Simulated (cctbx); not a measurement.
**From intensities to atoms**

Cell a = 4.7120 Å, b = 4.7120 Å, c = 11.1520 Å, α = 90.00°, β = 90.00°, γ = 90.00°; space group I4/mmm (no. 139); content Ce2 Sn4 Mg4.

The data are simulated with cctbx, not measured: Mo Kα, λ = 0.71073 Å, to d = 0.75 Å, 70 % of the full sphere, strongest reflection 70000 counts, noise from counting, a 2 % proportional error and a noise floor of 4 counts (s.d.); no absorption.

Charge flipping in P1 on plain amplitudes to 0.9 Å, δ = 0.9 σ, 20 % of the reflections treated as weak, 300 cycles:

```text
cycle      R  skewness
    0  0.542     0.41
   25  0.296     5.41
   50  0.275     5.20
   75  0.261     4.95
  100  0.269     5.16
  125  0.260     5.07
  150  0.246     4.96
  175  0.225     4.83
  200  0.228     4.80
  225  0.218     4.80
  250  0.244     4.95
  275  0.254     4.89
origin shift          correlation  skewness
 0.298  0.621  0.089      0.918      3.48
 0.304  0.619  0.268      0.911      3.50
 0.292  0.619  0.400      0.916      6.86
 0.294  0.619  0.445      0.878      2.90
taken: symmetry correlation 0.916, skewness 6.86
peak      x       y       z  mult  height/sigma
Q1    0.0000  0.0000  0.0000    2     15.9
Q2    0.0000  0.0000  0.3688    4     12.9
Q3    0.1445  0.1445  0.0795   16      1.1
Q4    0.0000  0.5000  0.2500    4      1.1
Q5    0.1044  0.3733  0.5000   16      0.7
Q6    0.0989  0.3373  0.1385   32      0.7
Q7    0.1675  0.1675  0.3248   16      0.7
Q8    0.0000  0.0000  0.2581    4      0.6
```

The origin is taken among those within 0.04 of the best correlation, by the skewness of the map.

Run time: 0.54 s on 1 thread of Arm Neoverse N1, on a shared host, peak memory 0.07 GiB.

Q: Assign the peaks.

Heights go roughly as Z and multiplicities must add up to the content. First model: Q1 = Ce1 (2 in the cell, height 15.9), Q2 = Sn1 (4 in the cell, height 12.9) and Q4 = Mg1 (4 in the cell, height 1.1). Against the true structure, Q1 is Ce, Q2 is Sn and Q4 is Mg; the other peaks are not atoms.

Least squares on F², isotropic:

```text
Rint 0.016, 119 unique reflections to 0.75 A
cycle     R1     wR2    GooF  max shift (A)
   1  0.1261  0.3971  35.096   0.02195
   3  0.0294  0.0911   8.056   0.00000
final R1 0.0294 wR2 0.0911 GooF 8.056  parameters 4  data/parameter 29.8
atom        x        y        z      Ueq    occ   su(xyz)  su(Uiso or U11)
Ce1    0.00000  0.00000  0.00000   0.0264  1.000  0.00000  0.0005
Sn1    0.00000  0.00000  0.37075   0.0137  1.000  0.00010  0.0005
Mg1    0.00000  0.50000  0.25000   0.0435  1.000  0.00000  0.0020
difference map: max 3.10 min -5.54 rms 0.30
Q1    0.0658  0.0658  0.0000    8    3.10  0.44 A from Ce1
Q2    0.0000  0.0000  0.1671    4    0.92  1.86 A from Ce1
Q3    0.0000  0.0000  0.0833    4    0.82  0.93 A from Ce1
Q4    0.0000  0.0000  0.3651    4    0.73  0.06 A from Sn1
Q5    0.1000  0.1000  0.0667   16    0.50  1.00 A from Ce1
```

Anisotropic refinement:

```text
Rint 0.016, 119 unique reflections to 0.75 A
cycle     R1     wR2    GooF  max shift (A)
   1  0.0294  0.0912   8.165   0.00060
   2  0.0048  0.0104   0.934   0.00000
final R1 0.0048 wR2 0.0104 GooF 0.934  parameters 7  data/parameter 17.0
atom        x        y        z      Ueq    occ   su(xyz)  su(Uiso or U11)
Ce1    0.00000  0.00000  0.00000   0.0264  1.000  0.00000  0.0001
Sn1    0.00000  0.00000  0.37070   0.0138  1.000  0.00001  0.0001
Mg1    0.00000  0.50000  0.25000   0.0434  1.000  0.00000  0.0003
difference map: max 0.21 min -0.17 rms 0.06
Q1    0.0000  0.0000  0.2035    4    0.21  1.86 A from Sn1
Q2    0.0000  0.2441  0.0000    8    0.17  1.15 A from Ce1
Q3    0.0840  0.2670  0.3043   32    0.16  1.31 A from Mg1
Q4    0.0000  0.0000  0.4434    4    0.16  0.81 A from Sn1
Q5    0.1926  0.1926  0.5000    8    0.15  1.93 A from Sn1
Q6    0.0000  0.0000  0.0000    2    0.13  0.00 A from Ce1
```

**Reading.** The refinement ends at R1 = 0.0048, wR2 = 0.0104, GooF = 0.93, with difference density between -0.17 and 0.21 e/Å³. Every site matches the true model in element, within 0.001 Å r.m.s., up to an allowed shift of origin.

True model:

```csv
atom,mult.,x,y,z,Ueq (Å²)
Ce1,2,0,0,0,0.0264
Sn1,4,1/2,1/2,0.1293,0.0139
Mg1,4,1/2,0,1/4,0.0434
```

The model was made for the exercise: a known structure type with other elements put in, its volume estimated, not relaxed; displacement parameters are assumed.

[Middle refinement cycles are left out of these outputs.]

[Logs are printed without paths, hosts, clocks, repeated set-up lines and the standing remarks that a program may print on its own settings, such as how far it seeks lower states.]
